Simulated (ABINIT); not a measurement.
## A GW chain in ABINIT: Cl (Cmce)

Wanted: ground state, empty states, screening and self-energy for Cl (Cmce).

Method: PBE and many-body steps on it, plane waves, in ABINIT 10.8.3.

Report form: the programs' logs are mostly left out.

## Step 1: The structure

It takes space group Cmce (No. 64, orthorhombic). Conventional cell: a = 6.290 Å, b = 4.500 Å, c = 8.210 Å, α = 90.00°, β = 90.00°, γ = 90.00°. Nearest to Cl lie 1 Cl at 2.02 Å.

The cell and positions come from the Crystallography Open Database and are kept as given unless a step says otherwise.

## Step 2: Ground state

This step: ABINIT 10.8.3; DFT, PBE, plane waves, norm-conserving pseudopotentials.

The ground-state density comes first.

run.abi

```
acell 3*1.0 Angstrom
rprim 
  3.145000000000 -2.250000000000 0.000000000000
  3.145000000000 2.250000000000 0.000000000000
  0.000000000000 0.000000000000 8.210000000000
ntypat 1
znucl 17
natom 4
typat 1 1 1 1
xred 
  0.870000000000 0.130000000000 0.100000000000
  0.630000000000 0.370000000000 0.600000000000
  0.130000000000 0.870000000000 0.900000000000
  0.370000000000 0.630000000000 0.400000000000
pp_dirpath "pseudos"
pseudos "Cl.upf"
ecut 25
ngkpt 6 6 4
nshiftk 1
shiftk 0 0 0
kptopt 1
chksymbreak 0
nband 20
occopt 1
tolvrs 1e-10
nstep 60
prtwf 0
optforces 0
optstress 0
indata_prefix "in"
outdata_prefix "out"
tmpdata_prefix "tmp"
```

Command:

```sh
> OMP_NUM_THREADS=1 mpirun -n 8 abinit run.abi > log
```

Run time: 18 s. Hardware: 8 MPI ranks of Arm Neoverse V1, shared host; peak memory 0.73 GiB; 2.4 min of CPU time.

This step gave:

```yaml
total_energy: -1784.7847 eV
gap: 2.469 eV
k_of_the_valence_top: 0.5, 0.5, 0
k_of_the_conduction_bottom: 0, 0, 0
least_direct_gap: 2.525 eV
```

The gap is indirect, with the least direct gap 0.06 eV higher.

## Step 3: Bands along the symmetry lines

Levels along a band path, at the cheap level, show where the edges lie and whether the meshes to come will hold them.

run.abi

```
acell 3*1.0 Angstrom
rprim 
  3.145000000000 -2.250000000000 0.000000000000
  3.145000000000 2.250000000000 0.000000000000
  0.000000000000 0.000000000000 8.210000000000
ntypat 1
znucl 17
natom 4
typat 1 1 1 1
xred 
  0.870000000000 0.130000000000 0.100000000000
  0.630000000000 0.370000000000 0.600000000000
  0.130000000000 0.870000000000 0.900000000000
  0.370000000000 0.630000000000 0.400000000000
pp_dirpath "pseudos"
pseudos "Cl.upf"
ecut 25
iscf -2
irdden 1
kptopt 0
nkpt 92
kpt 
  0.00000000 0.00000000 0.00000000
  0.06250000 0.06250000 0.00000000
  0.12500000 0.12500000 0.00000000
  0.18750000 0.18750000 0.00000000
  0.25000000 0.25000000 0.00000000
  0.31250000 0.31250000 0.00000000
  0.37500000 0.37500000 0.00000000
  0.43750000 0.43750000 0.00000000
  0.50000000 0.50000000 0.00000000
  0.48474461 0.51525539 0.00000000
  0.46948923 0.53051077 0.00000000
  0.45423384 0.54576616 0.00000000
  0.43897845 0.56102155 0.00000000
  0.42372307 0.57627693 0.00000000
  0.40846768 0.59153232 0.00000000
  0.39321230 0.60678770 0.00000000
  0.37795691 0.62204309 0.00000000
  -0.37795691 0.37795691 0.00000000
  -0.33071230 0.33071230 0.00000000
  -0.28346768 0.28346768 0.00000000
  -0.23622307 0.23622307 0.00000000
  -0.18897845 0.18897845 0.00000000
  -0.14173384 0.14173384 0.00000000
  -0.09448923 0.09448923 0.00000000
  -0.04724461 0.04724461 0.00000000
  0.00000000 0.00000000 0.00000000
  0.00000000 0.00000000 0.06250000
  0.00000000 0.00000000 0.12500000
  0.00000000 0.00000000 0.18750000
  0.00000000 0.00000000 0.25000000
  0.00000000 0.00000000 0.31250000
  0.00000000 0.00000000 0.37500000
  0.00000000 0.00000000 0.43750000
  0.00000000 0.00000000 0.50000000
  -0.04724461 0.04724461 0.50000000
  -0.09448923 0.09448923 0.50000000
  -0.14173384 0.14173384 0.50000000
  -0.18897845 0.18897845 0.50000000
  -0.23622307 0.23622307 0.50000000
  -0.28346768 0.28346768 0.50000000
  -0.33071230 0.33071230 0.50000000
  -0.37795691 0.37795691 0.50000000
  0.37795691 0.62204309 0.50000000
  0.39321230 0.60678770 0.50000000
  0.40846768 0.59153232 0.50000000
  0.42372307 0.57627693 0.50000000
  0.43897845 0.56102155 0.50000000
  0.45423384 0.54576616 0.50000000
  0.46948923 0.53051077 0.50000000
  0.48474461 0.51525539 0.50000000
  0.50000000 0.50000000 0.50000000
  0.50000000 0.50000000 0.43750000
  0.50000000 0.50000000 0.37500000
  0.50000000 0.50000000 0.31250000
  0.50000000 0.50000000 0.25000000
  0.50000000 0.50000000 0.18750000
  0.50000000 0.50000000 0.12500000
  0.50000000 0.50000000 0.06250000
  0.50000000 0.50000000 0.00000000
  0.00000000 0.00000000 0.00000000
  0.00000000 0.06250000 0.00000000
  0.00000000 0.12500000 0.00000000
  0.00000000 0.18750000 0.00000000
  0.00000000 0.25000000 0.00000000
  0.00000000 0.31250000 0.00000000
  0.00000000 0.37500000 0.00000000
  0.00000000 0.43750000 0.00000000
  0.00000000 0.50000000 0.00000000
  0.00000000 0.50000000 0.06250000
  0.00000000 0.50000000 0.12500000
  0.00000000 0.50000000 0.18750000
  0.00000000 0.50000000 0.25000000
  0.00000000 0.50000000 0.31250000
  0.00000000 0.50000000 0.37500000
  0.00000000 0.50000000 0.43750000
  0.00000000 0.50000000 0.50000000
  0.00000000 0.43750000 0.50000000
  0.00000000 0.37500000 0.50000000
  0.00000000 0.31250000 0.50000000
  0.00000000 0.25000000 0.50000000
  0.00000000 0.18750000 0.50000000
  0.00000000 0.12500000 0.50000000
  0.00000000 0.06250000 0.50000000
  0.00000000 0.00000000 0.50000000
  0.06250000 0.06250000 0.50000000
  0.12500000 0.12500000 0.50000000
  0.18750000 0.18750000 0.50000000
  0.25000000 0.25000000 0.50000000
  0.31250000 0.31250000 0.50000000
  0.37500000 0.37500000 0.50000000
  0.43750000 0.43750000 0.50000000
  0.50000000 0.50000000 0.50000000
istwfk *1
nband 21
nbdbuf 2
tolwfr 1e-08
nstep 40
prtwf 0
prtvol 0
indata_prefix "in"
outdata_prefix "out"
tmpdata_prefix "tmp"
```

The job ended after 20 s (8 MPI ranks; peak memory 0.71 GiB; 2.6 min of CPU time).

Numbers from this step:

* gap: 2.457 eV
* k of the valence top: 0.5, 0.5, 0
* k of the conduction bottom: -0.0945, 0.0945, 0
* least direct gap: 2.515 eV

The gap is 2.457 eV, −0.012 eV from the run before at this level.

Electronic bands along the path, in eV, zero at the top of the highest filled band:

```csv
point,band 11,band 12,band 13,band 14,band 15,band 16,band 17,band 18
Γ,-0.70,-0.40,-0.15,-0.06,2.47,3.03,6.92,7.52
halfway,-0.71,-0.45,-0.37,-0.07,2.55,2.88,8.41,8.55
Y,-0.96,-0.89,-0.36,0.00,2.55,2.74,8.58,8.67
halfway,-0.93,-0.81,-0.31,0.00,2.55,2.75,8.37,8.91
F0,-0.84,-0.66,-0.21,-0.01,2.60,2.78,8.52,9.16
jump to Δ0,-0.84,-0.66,-0.21,-0.01,2.60,2.78,8.52,9.16
halfway,-0.40,-0.30,-0.24,-0.05,2.64,2.98,8.22,8.70
Γ,-0.70,-0.40,-0.15,-0.06,2.47,3.03,6.92,7.52
halfway,-0.70,-0.49,-0.13,-0.07,2.51,2.91,7.11,7.57
Z,-0.64,-0.64,-0.10,-0.10,2.67,2.67,7.46,7.46
halfway,-0.22,-0.22,-0.14,-0.14,2.77,2.77,8.31,8.31
B0,-0.41,-0.41,-0.40,-0.40,2.68,2.68,9.21,9.21
jump to G0,-0.41,-0.41,-0.40,-0.40,2.68,2.68,9.21,9.21
halfway,-0.61,-0.61,-0.44,-0.44,2.61,2.61,8.99,8.99
T,-0.70,-0.70,-0.46,-0.46,2.58,2.58,8.93,8.93
halfway,-0.85,-0.80,-0.47,-0.13,2.54,2.68,8.67,8.79
Y,-0.96,-0.89,-0.36,0.00,2.55,2.74,8.58,8.67
jump to Γ,-0.70,-0.40,-0.15,-0.06,2.47,3.03,6.92,7.52
halfway,-0.42,-0.30,-0.25,-0.15,2.54,2.97,7.90,8.17
S,-0.51,-0.51,-0.15,-0.15,2.85,2.85,8.30,8.30
halfway,-0.46,-0.46,-0.09,-0.09,2.80,2.80,8.40,8.40
R,-0.43,-0.43,0.00,0.00,2.75,2.75,8.52,8.52
halfway,-0.39,-0.39,-0.16,-0.16,2.75,2.75,8.05,8.05
Z,-0.64,-0.64,-0.10,-0.10,2.67,2.67,7.46,7.46
halfway,-0.71,-0.71,-0.18,-0.18,2.66,2.66,8.76,8.76
T,-0.70,-0.70,-0.46,-0.46,2.58,2.58,8.93,8.93
```

## Step 4: Empty states on the mesh, 4×4×1 mesh, 99 bands

The sums over transitions need many empty states on a uniform mesh; this step solves for them.

run.abi

```
acell 3*1.0 Angstrom
rprim 
  3.145000000000 -2.250000000000 0.000000000000
  3.145000000000 2.250000000000 0.000000000000
  0.000000000000 0.000000000000 8.210000000000
ntypat 1
znucl 17
natom 4
typat 1 1 1 1
xred 
  0.870000000000 0.130000000000 0.100000000000
  0.630000000000 0.370000000000 0.600000000000
  0.130000000000 0.870000000000 0.900000000000
  0.370000000000 0.630000000000 0.400000000000
pp_dirpath "pseudos"
pseudos "Cl.upf"
ecut 25
ngkpt 4 4 1
nshiftk 1
shiftk 0 0 0
kptopt 1
chksymbreak 0
iscf -2
irdden 1
istwfk *1
nband 99
nbdbuf 8
tolwfr 1e-09
nstep 60
prtvol 0
indata_prefix "in"
outdata_prefix "out"
tmpdata_prefix "tmp"
```

Elapsed: 14 s, on 8 MPI ranks; peak memory 0.65 GiB.

This step gave:

| Item | Value |
| --- | --- |
| gap | 2.469 eV |
| k of the valence top | 0.5, 0.5, 0 |
| k of the conduction bottom | 0, 0, 0 |
| least direct gap | 2.525 eV |
| k points computed | 7 |
| lowest point of the top converged band, above the valence top | 39.76 eV |

On this mesh the gap is 2.469 eV.

## Step 5: Screening, 4×4×1 mesh, 91 bands, screening to 106.1 eV

The RPA dielectric matrix is built and inverted for each q.

This step: RPA screening on PBE, plane waves, norm-conserving pseudopotentials.

Changes to run.abi since step 4:

```diff
@@ -22,10 +22,11 @@
 chksymbreak 0
-iscf -2
-irdden 1
 istwfk *1
-nband 99
-nbdbuf 8
-tolwfr 1e-09
-nstep 60
-prtvol 0
+occopt 1
+irdwfk 1
+optdriver 3
+nband 91
+ecuteps 3.9
+inclvkb 2
+awtr 1
+symchi 1
 indata_prefix "in"
```

The job ended after 11 s (8 MPI ranks; peak memory 1.5 GiB).

Numbers from this step:

| Item | Value |
| --- | --- |
| ε∞ with local fields, on this mesh, along the program's q direction | 2.682 |
| the same without local fields | 3.307 |
| plasma frequency | 18.23 eV |
| plane waves in the screening matrix | 291 |

Local fields lower ε∞ by 19 %. On a Γ-centred mesh this coarse the value itself is usually too large, while a short band sum pulls it down.

## Step 6: Self-energy, 4×4×1 mesh, 91 bands, screening to 106.1 eV

The self-energy is evaluated for the states that the input lists, and the levels follow from it, in one-shot runs by the linearised quasiparticle equation.

This step: G0W0 on PBE, plane waves, norm-conserving pseudopotentials.

Changes to run.abi since step 5:

```diff
@@ -25,8 +25,17 @@
 irdwfk 1
-optdriver 3
+optdriver 4
 nband 91
+gwcalctyp 0
+ecutsigx 25
+symsigma 1
+nkptgw 2
+kptgw 
+  0.5000000000 0.5000000000 0.0000000000
+  0.0000000000 0.0000000000 0.0000000000
+bdgw 
+  13 16
+  13 16
 ecuteps 3.9
-inclvkb 2
-awtr 1
-symchi 1
+irdscr 1
+ppmodel 1
 indata_prefix "in"
```

Run time: 4.6 s. Hardware: 8 MPI ranks; peak memory 1.3 GiB; 36 s of CPU time.

Numbers from this step:

```
G0W0 gap on the points computed              : 5.695 eV
starting gap on the mesh                     : 2.469 eV
k of the valence top                         : 0.5, 0.5, 0
k of the conduction bottom                   : 0, 0, 0
Z at the valence top                         : 0.795
Z at the conduction bottom                   : 0.799
least direct G0W0 gap on the computed points : 5.736 eV
```

The gap on the mesh goes from 2.47 eV to 5.70 eV, a correction of +3.23 eV.

Limits: finite bands, cutoff and mesh; coarse k mesh. v1 is the top filled band, c1 the lowest empty one. The levels before and after the correction (eV, zero at the valence-band top of each column):

```csv
,conduction bottom,valence top
Kohn-Sham,2.47,0.00
G0W0,5.70,0.00
```

```csv
,level,energy (eV)
Kohn-Sham,(0.5 0.5 0) v2,-0.362
Kohn-Sham,(0.5 0.5 0) v1,0.000
Kohn-Sham,(0.5 0.5 0) c1,2.546
Kohn-Sham,(0.5 0.5 0) c2,2.736
Kohn-Sham,Γ v2,-0.146
Kohn-Sham,Γ v1,-0.056
Kohn-Sham,Γ c1,2.469
Kohn-Sham,Γ c2,3.031
G0W0,(0.5 0.5 0) v2,-0.316
G0W0,(0.5 0.5 0) v1,0.000
G0W0,(0.5 0.5 0) c1,5.833
G0W0,(0.5 0.5 0) c2,6.061
G0W0,Γ v2,-0.173
G0W0,Γ v1,-0.041
G0W0,Γ c1,5.695
G0W0,Γ c2,6.427
```

## Step 7: Where the time went

Times are wall times on 8 MPI ranks of Arm Neoverse V1, shared host, good to a factor of about two.

```csv
step,time,share,memory (GiB)
ground state,18 s,26 %,0.73
bands along the symmetry lines,20 s,29 %,0.71
empty states on the mesh,14 s,21 %,0.65
screening,11 s,17 %,1.5
self-energy,4.6 s,7 %,1.3
```

## Step 8: Outcome

```
PBE gap              : 2.46 eV, indirect
G0W0 gap on the mesh : 5.70 eV
GW settings          : 4×4×1 mesh, 91 bands, screening to 106.1 eV, Godby-Needs plasmon pole
known limits         : not at the basis limit; coarse k mesh
```

What this shows: G0W0 moves the gap on the mesh from 2.47 eV to 5.70 eV (+3.23 eV), with Z of 0.80 and 0.80 at the edges. Local fields lower the RPA ε∞ on this mesh from 3.31 to 2.68; a Γ-centred mesh this coarse tends to raise both, most where the direct gap is narrow, while a short band sum lowers them. Only 2 of the mesh's irreducible points were corrected, so a valley elsewhere could overtake. Bands and cutoff are finite, so the gap is not at the basis limit. The miss can reach some tenths of an eV and take either sign; the mesh is an error of its own. In the G0W0 run levels were corrected at 2 k points alone, so a gap called «on the mesh» is the least over those, and an edge elsewhere would be missed. The 4×4×1 mesh is coarse for this cell, which bears on the long-range parts of exchange and screening.

[Paths, hosts, dates, memory and timing lines, banners, echoed tables and standing remarks are left out of the program output.]

[Logs are printed without paths, hosts, clocks, repeated set-up lines and the standing remarks that a program may print on its own settings, such as how far it seeks lower states.]

[Runs of the session that timed out or met a known fault of the program may be left out.]

[Hosts, paths, dates, database ids (printed as entryN), source tags and the programs' standing remarks are cut or masked in the printed files.]

[G0W0 gaps are taken among the corrected bands and points alone; a level outside them can change the order at an edge.]

[Where Ansatz stands beside ABINIT at settings called matched, ABINIT's density can come from a denser mesh and the files from another edition; pairs whose starting gaps differed by over 0.03 eV were left out, so agreement reads better than it is.]
